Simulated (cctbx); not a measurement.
**Pr2NiW4: as given, inverted or twinned?**

Space group Amm2 (no. 38), a = 4.3940 Å, b = 4.3230 Å, c = 16.5500 Å, α = 90.00°, β = 90.00°, γ = 90.00°.

```
atom  mult.    x    y       z  Ueq (Å²)
  W1      2    0    0  0.2436    0.0045
  W2      2  1/2  1/2  0.2373    0.0044
  W3      2    0  1/2  0.0559    0.0039
  W4      2  1/2    0  0.4473    0.0043
 Pr1      2    0  1/2  0.3923    0.0047
 Pr2      2  1/2    0  0.1031    0.0052
 Ni1      2  1/2    0  0.2999    0.0060
```

The model is made up (kin elements in a known structure type, no relaxation), so it says nothing on whether the phase exists.

Data sets are simulated with cctbx and refined with Bijvoet mates kept apart; Flack x is then fitted as the share of an inverted twin with the atoms fixed, Hooft y from the Bijvoet differences. The group is acentric but holds improper operations, so there is an absolute structure (orientation) and no hand.

Untwinned crystal. What Flack and Hooft values should come out?

```
  λ (Å)  extinction (unmodelled)  d min (Å)  top counts  error (%)     model      R1  Flack x   s.u.  Hooft y   s.u.  pairs
0.71073                        0       0.77        5000          3  as given  0.0190    -0.04   0.04   -0.016  0.041    221
0.71073                        0       0.77        5000          3  inverted  0.0305     1.02   0.04    1.026  0.042    221
1.54184                      0.3       0.83       40000        1.5  as given  0.0111   -0.007  0.003   -0.001  0.005    180
```

With Mo Kα, x is within 3 s.u. of 0, so the absolute structure is right. With Cu Kα, x is within 3 s.u. of 0, so the absolute structure is right. Inverting the model turns x into about 1 − x.

A further crystal gives:

| λ (Å) | extinction (unmodelled) | d min (Å) | top counts | error (%) | model | R1 | Flack x | s.u. | Hooft y | s.u. | pairs |
| --- | --- | --- | --- | --- | --- | --- | --- | --- | --- | --- | --- |
| 1.54184 | 0 | 0.83 | 40000 | 3 | as given | 0.0314 | 0.504 | 0.008 | 0.510 | 0.009 | 182 |

**Question.** What is it?

It was simulated as an inversion twin with a fraction 0.5 of the inverted domain. Flack x is over 3 s.u. from both 0 and 1 and reads that fraction.

[Logs are printed without paths, hosts, clocks, repeated set-up lines and the standing remarks that a program may print on its own settings, such as how far it seeks lower states.]
